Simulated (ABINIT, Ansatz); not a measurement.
# Quasiparticle gap of Cs2H6Pt (Fm-3m) in ABINIT

How does a plane-wave GW calculation on Cs2H6Pt (Fm-3m) run from the first input to the gap?

Method: LDA and many-body steps on it, plane waves, in ABINIT 10.8.3.

### 1. The structure

The structure is cubic, space group Fm-3m (No. 225). Conventional cell: a = 8.972 Å, b = 8.972 Å, c = 8.972 Å, α = 90.00°, β = 90.00°, γ = 90.00°. Cs has 12 H at 3.23 Å nearest. H has 1 Pt at 1.64 Å and 4 H at 2.32 Å and 4 Cs at 3.23 Å nearest. Nearest to Pt lie 6 H at 1.64 Å. Farther neighbours are not listed.

The cell and positions are those that the Materials Project relaxed with its own functionals (PBE, PBE+U or r2SCAN), kept fixed. Spin-orbit coupling is left out unless a step names it.

### 2. Ground state

This step: ABINIT 10.8.3; DFT, LDA, plane waves, norm-conserving pseudopotentials.

The ground-state density comes first.

run.abi

```
acell 3*1.0 Angstrom
rprim 
  0.000000000000 4.486174700000 4.486174700000
  4.486174700000 0.000000000000 4.486174700000
  4.486174700000 4.486174700000 0.000000000000
ntypat 3
znucl 55 1 78
natom 9
typat 1 1 2 2 2 2 2 2 3
xred 
  0.750000000000 0.750000000000 0.750000000000
  0.250000000000 0.250000000000 0.250000000000
  0.816861770000 0.816861770000 0.183138230000
  0.183138230000 0.816861770000 0.183138230000
  0.816861770000 0.183138230000 0.183138230000
  0.183138230000 0.183138230000 0.816861770000
  0.816861770000 0.183138230000 0.816861770000
  0.183138230000 0.816861770000 0.816861770000
  0.000000000000 0.000000000000 0.000000000000
pp_dirpath "pseudos"
pseudos "Cs.upf, H.upf, Pt.upf"
ecut 34
ngkpt 4 4 4
nshiftk 1
shiftk 0 0 0
kptopt 1
chksymbreak 0
nband 29
occopt 1
tolvrs 1e-10
nstep 60
prtwf 0
optforces 0
optstress 0
indata_prefix "in"
outdata_prefix "out"
tmpdata_prefix "tmp"
```

The run is started by

```console
OMP_NUM_THREADS=1 mpirun -n 4 abinit run.abi > log
```

Numbers of over 12 decimals in the logs are rounded to 6 here.

Log:

```text
.Version 10.8.3 of ABINIT. v10.8.2 released Aug 2026.

 Symmetries : space group Fm -3 m (#225); Bravais cF (face-center cubic)
================================================================================
 Values of the parameters that define the memory need of the present run
     intxc =       0    ionmov =       0      iscf =       7    lmnmax =       8
     lnmax =       8     mgfft =      64  mpssoang =       4    mqgrid =    3001
     natom =       9  nloc_mem =       1    nspden =       1   nspinor =       1
    nsppol =       1      nsym =      48    n1xccc =    2501    ntypat =       3
    occopt =       1   xclevel =       1
-    mband =          29        mffmem =           1         mkmem =           2
       mpw =       11524          nfft =      262144          nkpt =           8
================================================================================
  Rough estimation (10% accuracy) of disk space for files :
================================================================================

--------------------------------------------------------------------------------
------------- Echo of variables that govern the present computation ------------
--------------------------------------------------------------------------------
 -outvars: echo values of preprocessed input variables --------
            acell      1.8897261259E+00  1.8897261259E+00  1.8897261259E+00 Bohr

      chksymbreak           0
             ecut      3.40000000E+01 Hartree
-          fftalg         312

              ixc       -1012
              kpt      0.00000000E+00  0.00000000E+00  0.00000000E+00
                       2.50000000E-01  0.00000000E+00  0.00000000E+00
                       5.00000000E-01  0.00000000E+00  0.00000000E+00
                       2.50000000E-01  2.50000000E-01  0.00000000E+00
                       5.00000000E-01  2.50000000E-01  0.00000000E+00
                      -2.50000000E-01  2.50000000E-01  0.00000000E+00
                       5.00000000E-01  5.00000000E-01  0.00000000E+00
                      -2.50000000E-01  5.00000000E-01  2.50000000E-01
         kptrlatt        4    0    0      0    4    0      0    0    4
          kptrlen      4.79567825E+01
P           mkmem           2
            natom           9
            nband          29
            ngfft          64      64      64
             nkpt           8
            nstep          60
             nsym          48
           ntypat           3
              occ      2.000000  2.000000  2.000000  2.000000  2.000000  2.000000
                       2.000000  2.000000  2.000000  2.000000  2.000000  2.000000
                       2.000000  2.000000  2.000000  2.000000  2.000000  2.000000
                       2.000000  2.000000  2.000000  0.000000  0.000000  0.000000
                       0.000000  0.000000  0.000000  0.000000  0.000000
        optforces           0
        optstress           0
            prtwf           0
            rprim      0.0000000000E+00  4.4861747000E+00  4.4861747000E+00
                       4.4861747000E+00  0.0000000000E+00  4.4861747000E+00
                       4.4861747000E+00  4.4861747000E+00  0.0000000000E+00
          spgroup         225

           tolvrs      1.00000000E-10

             xred      7.5000000000E-01  7.5000000000E-01  7.5000000000E-01
                       2.5000000000E-01  2.5000000000E-01  2.5000000000E-01
[...]
znucl       55.00000    1.00000   78.00000

================================================================================

 chkinp: Checking input parameters for consistency.

================================================================================
== DATASET  1 ==================================================================
-   mpi_nproc: 4, omp_nthreads: 1 (-1 if OMP is not activated)

--- !DatasetInfo
iteration_state: {dtset: 1, }
dimensions: {natom: 9, nkpt: 8, mband: 29, nsppol: 1, nspinor: 1, nspden: 1, mpw: 11524, }
cutoff_energies: {ecut:  34.0, pawecutdg:  -1.0, }
electrons: {nelect:   4.20000000E+01, charge:   0.00000000E+00, occopt:   1.00000000E+00, tsmear:   1.00000000E-02, }

 Real(R)+Recip(G) space primitive vectors, cartesian coordinates (Bohr,Bohr^-1):
 R(1)=  0.0000000  8.4776415  8.4776415  G(1)= -0.0589787  0.0589787  0.0589787
 R(2)=  8.4776415  0.0000000  8.4776415  G(2)=  0.0589787 -0.0589787  0.0589787
 R(3)=  8.4776415  8.4776415  0.0000000  G(3)=  0.0589787  0.0589787 -0.0589787
 Unit cell volume ucvol=  1.2185831E+03 bohr^3
 Angles (23,13,12)=  6.00000000E+01  6.00000000E+01  6.00000000E+01 degrees

 getcut: wavevector=  0.0000  0.0000  0.0000  ngfft=  64  64  64
         ecut(hartree)=     34.000   => boxcut(ratio)=   2.03369

--- Pseudopotential description ------------------------------------------------
- Cs Generated using ONCVPSP code by D. R. Hamann
- 55.00000   9.00000  201201                  znucl, zion, pspdat
12 -1012 3 -1 2328                            pspcod,pspxc,lmax,lloc,mmax
     nproj     2     2     2     2
  pspatm : epsatm=   21.68725381
         --- l  ekb(1:nproj) -->
[...]
pspatm: atomic psp has been read  and splines computed

- H Generated using ONCVPSP code by D. R. Hamann
-  1.00000   1.00000  180309                  znucl, zion, pspdat
12 -1012 1 -1 1180                            pspcod,pspxc,lmax,lloc,mmax
[...]
--- l  ekb(1:nproj) -->
[...]
1   -0.275071
 pspatm: atomic psp has been read  and splines computed

- Pt Generated using ONCVPSP code by D. R. Hamann
- 78.00000  18.00000  180309                  znucl, zion, pspdat
12 -1012 3 -1 1340                            pspcod,pspxc,lmax,lloc,mmax
     nproj     2     2     2     2
  pspatm : epsatm=   26.53268550
         --- l  ekb(1:nproj) -->
[...]
pspatm: atomic psp has been read  and splines computed

   3.02541057E+03                                ecore*ucvol(ha*bohr**3)
--------------------------------------------------------------------------------

_setup2: Arith. and geom. avg. npw (full set) are   11528.078   11528.047

================================================================================

--- !BeginCycle
iteration_state: {dtset: 1, }
solver: {iscf: 7, nstep: 60, nline: 4, wfoptalg: 0, }
tolerances: {tolvrs: 1.00E-10, }

     iter   Etot(hartree)      deltaE(h)  residm     vres2
 ETOT  1  -180.88896105485    -1.809E+02 9.235E-02 5.456E+02
 ETOT  2  -180.96276620972    -7.381E-02 2.133E-02 1.593E+03
 ETOT  3  -181.14424449314    -1.815E-01 1.775E-03 7.758E+01
 ETOT  4  -181.14789371380    -3.649E-03 3.123E-03 1.653E+00
 ETOT  5  -181.14803029468    -1.366E-04 3.824E-04 4.939E-01
 ETOT  6  -181.14803732011    -7.025E-06 4.614E-04 1.243E-01
 ETOT  7  -181.14804114214    -3.822E-06 6.136E-05 5.347E-03
 ETOT  8  -181.14804140081    -2.587E-07 6.135E-05 7.172E-04
 ETOT  9  -181.14804146368    -6.287E-08 2.724E-05 4.918E-05
 ETOT 10  -181.14804146861    -4.937E-09 2.549E-05 2.201E-08
 ETOT 11  -181.14804146865    -3.192E-11 1.425E-05 3.278E-08
 ETOT 12  -181.14804146866    -1.396E-11 2.024E-05 8.593E-09
 ETOT 13  -181.14804146867    -7.162E-12 1.406E-05 8.136E-12

 At SCF step   13       vres2   =  8.14E-12 < tolvrs=  1.00E-10 =>converged.

--- !ResultsGS
iteration_state: {dtset: 1, }
comment   : Summary of ground state results
lattice_vectors:
- [  0.0000000,   8.4776415,   8.4776415, ]
- [  8.4776415,   0.0000000,   8.4776415, ]
- [  8.4776415,   8.4776415,   0.0000000, ]
lattice_lengths: [  11.98920,   11.98920,   11.98920, ]
lattice_angles: [ 60.000,  60.000,  60.000, ] # degrees, (23, 13, 12)
lattice_volume:   1.2185831E+03
convergence: {deltae: -7.162E-12, res2:  8.136E-12, residm:  1.406E-05, diffor:  0.000E+00, }
etotal    :  -1.81148041E+02
entropy   :   0.00000000E+00
fermie    :   1.23520712E-02
cartesian_stress_tensor: null
pressure_GPa: null
xred      :
- [  7.5000E-01,   7.5000E-01,   7.5000E-01, Cs]
- [  2.5000E-01,   2.5000E-01,   2.5000E-01, Cs]
- [  8.1686E-01,   8.1686E-01,   1.8314E-01,  H]
- [  1.8314E-01,   8.1686E-01,   1.8314E-01,  H]
- [  8.1686E-01,   1.8314E-01,   1.8314E-01,  H]
- [  1.8314E-01,   1.8314E-01,   8.1686E-01,  H]
- [  8.1686E-01,   1.8314E-01,   8.1686E-01,  H]
- [  1.8314E-01,   8.1686E-01,   8.1686E-01,  H]
- [  0.0000E+00,   0.0000E+00,   0.0000E+00, Pt]
cartesian_forces: null
force_length_stats: {min: null, max: null, mean: null, }

 Integrated electronic density in atomic spheres:
 ------------------------------------------------
 Atom  Sphere_radius  Integrated_density
[...]
================================================================================

 ----iterations are completed or convergence reached----

 Mean square residual over all n,k,spin=   10.668E-08; max=  14.055E-06
 reduced coordinates (array xred) for    9 atoms
[...]
0.816861770000      0.183138230000      0.183138230000
       0.183138230000      0.183138230000      0.816861770000
       0.816861770000      0.183138230000      0.816861770000
       0.183138230000      0.816861770000      0.816861770000
       0.000000000000      0.000000000000      0.000000000000
 rms dE/dt=  0.0000E+00; max dE/dt=  0.0000E+00; dE/dt below (all hartree)
    1       0.000000000000      0.000000000000      0.000000000000
    2       0.000000000000      0.000000000000      0.000000000000
    3       0.000000000000      0.000000000000      0.000000000000
    4       0.000000000000      0.000000000000      0.000000000000
    5       0.000000000000      0.000000000000      0.000000000000
    6       0.000000000000      0.000000000000      0.000000000000
    7       0.000000000000      0.000000000000      0.000000000000
    8       0.000000000000      0.000000000000      0.000000000000
    9       0.000000000000      0.000000000000      0.000000000000

 cartesian coordinates (angstrom) at end:
    1      6.729262     6.729262     6.729262
[...]
5      1.643180     4.486175     4.486175
    6      4.486175     4.486175     1.643180
    7      4.486175     7.329169     4.486175
    8      7.329169     4.486175     4.486175
    9      0.000000     0.000000     0.000000
 length scales=  1.889726125908  1.889726125908  1.889726125908 bohr
              =  1.000000000000  1.000000000000  1.000000000000 angstroms
 prteigrs : about to open file out_EIG
 Fermi (or HOMO) energy (hartree) =   0.01235   Average Vxc (hartree)=  -0.29331
 Eigenvalues (hartree) for nkpt=   8  k points:
 kpt#   1, nband= 29, wtk=  0.01563, kpt=  0.0000  0.0000  0.0000 (reduced coord)
  -3.54964   -1.86033   -1.86033   -1.86033   -0.71252   -0.70935   -0.23258   -0.23258
  -0.23258   -0.21960   -0.21960   -0.21960   -0.16336   -0.13570   -0.13570   -0.01658
  -0.01658   -0.01658   -0.00721   -0.00721   -0.00721    0.16447    0.18366    0.18366
   0.29355    0.29355    0.29355    0.34077    0.34211
 prteigrs : prtvol=0 or 1, do not print more k-points.

--- !EnergyTerms
iteration_state     : {dtset: 1, }
comment             : Components of total free energy in Hartree
kinetic             :  5.04564712548306E+01
hartree             :  6.44960295285688E+01
xc                  : -3.93895906860030E+01
Ewald energy        : -8.39524159771464E+01
psp_core            :  2.48272820169483E+00
local_psp           : -1.89411179749360E+02
non_local_psp       :  1.41699159587485E+01
total_energy        : -1.81148041468667E+02
total_energy_eV     : -4.92928932410689E+03
band_energy         : -2.47847667500256E+01

== END DATASET(S) ==============================================================
================================================================================

 -outvars: echo values of variables after computation  --------
           etotal     -1.8114804147E+02
            nband          29
             nkpt           8
          spgroup         225
 [... the other variables as echoed above ...]

 Calculation completed.
```

Elapsed: 50 s, on 4 MPI ranks of Intel Xeon Platinum 8488C (Sapphire Rapids), shared host; peak memory 0.56 GiB.

Numbers from this step:

| Item | Value |
| --- | --- |
| total energy | -4929.2893 eV |
| gap | 3.620 eV |
| k of the valence top | 0.5, 0.5, 0 |
| k of the conduction bottom | 0.5, 0.5, 0 |
| least direct gap | 3.620 eV |

The gap is direct, at (0.500, 0.500, 0.000).

(Continued in part 2 of 3.)

[Paths, hosts, dates, memory and timing lines, banners, echoed tables and standing remarks are left out of the program output.]

[Logs are printed without paths, hosts, clocks, repeated set-up lines and the standing remarks that a program may print on its own settings, such as how far it seeks lower states.]

[Runs of the session that timed out or met a known fault of the program may be left out.]

[Hosts, paths, dates, database ids (printed as entryN), source tags and the programs' standing remarks are cut or masked in the printed files.]

[G0W0 gaps are taken among the corrected bands and points alone; a level outside them can change the order at an edge.]

[Where Ansatz stands beside ABINIT at settings called matched, ABINIT's density can come from a denser mesh and the files from another edition; pairs whose starting gaps differed by over 0.03 eV were left out, so agreement reads better than it is.]
